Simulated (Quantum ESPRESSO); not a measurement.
## MnO (Manganosite): exchange couplings by hand from total energies

Can a spin model with one coupling foretell the energy of a further order of MnO (Manganosite)?

Method: PBE; plane waves with GBRV 1.5 PBE potentials, no spin-orbit coupling, in Quantum ESPRESSO 7.5.

## Step 1: Starting point

It takes space group Fm-3m (No. 225, cubic). Conventional cell: a = 4.446 Å, b = 4.446 Å, c = 4.446 Å, α = 90.00°, β = 90.00°, γ = 90.00°. Mn has 6 O at 2.22 Å nearest. Nearest to O lie 6 Mn at 2.22 Å. Farther neighbours and most contacts between anions are not listed.

The cell comes from the Crystallography Open Database.

## Step 2: The parallel order

All energies count from this run.

The input, pw.in:

```
&CONTROL
  calculation = 'scf'
  prefix = 'pwscf'
  outdir = './tmp'
  pseudo_dir = './pseudo'
  disk_io = 'nowf'
/
&SYSTEM
  ibrav = 0
  nat = 2
  ntyp = 2
  ecutwfc = 40
  ecutrho = 280
  nbnd = 19
  occupations = 'smearing'
  smearing = 'fd'
  degauss = 0.00367493
  nspin = 2
  starting_magnetization(1) = 0.3
  starting_magnetization(2) = 0
/
&ELECTRONS
  conv_thr = 4d-09
  electron_maxstep = 150
  mixing_beta = 0.3
/
ATOMIC_SPECIES
Mn     54.9380 mn_pbe_v1.5.uspp.F.UPF
O      15.9990 o_pbe_v1.2.uspp.F.UPF
CELL_PARAMETERS bohr
   0.0000000000    4.2008611750    4.2008611750
   4.2008611750    0.0000000000    4.2008611750
   4.2008611750    4.2008611750    0.0000000000
ATOMIC_POSITIONS crystal
Mn      0.0000000000    0.0000000000    0.0000000000
O       0.5000000000    0.5000000000    0.5000000000
K_POINTS automatic
8 8 8 0 0 0
```

Launch:

```sh
> OMP_NUM_THREADS=1 mpirun -n 2 pw.x -nk 2 -in pw.in > pw.out
```

What it wrote:

```text
Program PWSCF v.7.5 starts
     [... lines left out ...]
     number of atoms/cell      =            2
     [... lines left out ...]
     number of electrons       =        21.00
     number of Kohn-Sham states=           19
     kinetic-energy cutoff     =      40.0000  Ry
     charge density cutoff     =     280.0000  Ry
     scf convergence threshold =      4.0E-09
     [... lines left out ...]
     48 Sym. Ops., with inversion, found
     [... lines left out ...]
     number of k points=    29  Fermi-Dirac smearing, width (Ry)=  0.0037
     [... lines left out ...]
     iteration # 11     ecut=    40.00 Ry     beta= 0.30
     [... lines left out ...]
     Magnetic moment per site  (integrated on atomic sphere of radius R)
     atom   1 (R=0.292)  charge= 12.6018  magn=  4.0723
     atom   2 (R=0.292)  charge=  5.9397  magn=  0.2375
     [... lines left out ...]
     the Fermi energy is    13.3152 ev
!    total energy              =    -243.54151619 Ry
     estimated scf accuracy    <          3.2E-10 Ry
     smearing contrib. (-TS)   =      -0.00048525 Ry
     [... lines left out ...]
     total magnetization       =     4.80 Bohr mag/cell
     absolute magnetization    =     4.80 Bohr mag/cell
     convergence has been achieved in  11 iterations
   JOB DONE.
```

The job ended after 3.5 s (2 MPI ranks of AMD EPYC 9R45 (Zen 5), shared host; peak memory 0.16 GiB; 6.7 s of CPU time).

Spin moment in the atom's sphere by atom:

```
atom  spin moment in the atom's sphere (μB)
 Mn1                                   4.07
  O2                                   0.24
```

Numbers from this step:

```
smearing term TS       : 0.006602 eV
magnetization          : 4.8 μB
absolute magnetization : 4.8 μB
final state            : ferromagnetic
```

## Step 3: The orders used for the fit

The other orders were run with the same settings, on meshes that hold the same points. Free energies are divided by the number of Mn atoms; q is in fractions of the reciprocal vectors of the first run's cell.

```csv
order,atoms,mesh,free energy (eV),eV per Mn,largest moment (μB)
F +,2,8×8×8,-3313.5511,-3313.5511,4.07
"AF q=(0,1/2,1/2) +-",4,8×4×8,-6627.2606,-3313.6303,4.10
```

## Step 4: Counting neighbours

With E = −Σ J e_i·e_j over ordered pairs of unit vectors, turning a neighbour from parallel to opposed costs 2J a Mn atom. So an order lies 2 Σ n J over the parallel one, n being the opposed neighbours in each shell.

```csv
shell,distance (Å),neighbours,"opposed in AF q=(0,1/2,1/2) +-","opposed in AF q=(0,0,1/2) +-"
J1,3.14,12,8,6
J2,4.45,6,0,6
```

Only J1 is kept, as an effective coupling that takes up all reversed shells.

## Step 5: Solving

```
2 × 8 × J1 = -79.2 meV    (AF q=(0,1/2,1/2) +-)
J1 = -4.95 meV
```

## Step 6: The test

The couplings now give the orders that were left out:

```
2 × 6 × (-4.95) = -59.4 meV    (AF q=(0,0,1/2) +-)
```

The runs themselves:

```
            order  atoms   mesh  free energy (eV)   eV per Mn  largest moment (μB)  over the parallel order (meV)  foretold (meV)
AF q=(0,0,1/2) +-      4  8×8×4        -6627.3940  -3313.6970                 4.07                         -145.8           -59.4
```

## Step 7: One more shell

One way to take up the miss is the next shell. Both differences then fix both couplings, and no order is left for a test.

```
2 × 8 × J1 = -79.2 meV    (AF q=(0,1/2,1/2) +-)
2 × 6 × J1 + 2 × 6 × J2 = -145.8 meV    (AF q=(0,0,1/2) +-)
J1 = -4.95 meV
J2 = -7.20 meV
```

## Step 8: Summary of results

```json
{
 "effective J1 (Mn–Mn at 3.14 Å)": "-4.95 meV",
 "largest miss on the orders left out": "86 meV",
 "J1 with two shells": "-4.95 meV",
 "J2 with two shells": "-7.2 meV"
}
```

**Reading.** The model misses the order left out by 86 meV, 59 % of the largest energy difference, so it fails: these couplings alone don't describe the crystal. With the next shell added the couplings are J1 = -4.95 and J2 = -7.20 meV, untested. The largest moment changes by 0.82 % between the orders. Shells that were dropped are folded into the couplings or show in the miss. No Hubbard term acts here. In such compounds local and semilocal functionals without one often delocalise the d electrons, and can shrink or lose moments and miss the size, sign and order of the couplings.

[Logs and program files are shortened in this print: banners, set-up blocks, solver, clock and traceback lines can be left out without a mark of their own.]

[Logs are printed without paths, hosts, clocks, repeated set-up lines and the standing remarks that a program may print on its own settings, such as how far it seeks lower states.]

[Hosts, paths, dates, database ids (printed as entryN), source tags and the programs' standing remarks are cut or masked in the printed files.]

[Where a cell is said to come from a database of computed structures, the database is the Materials Project.]
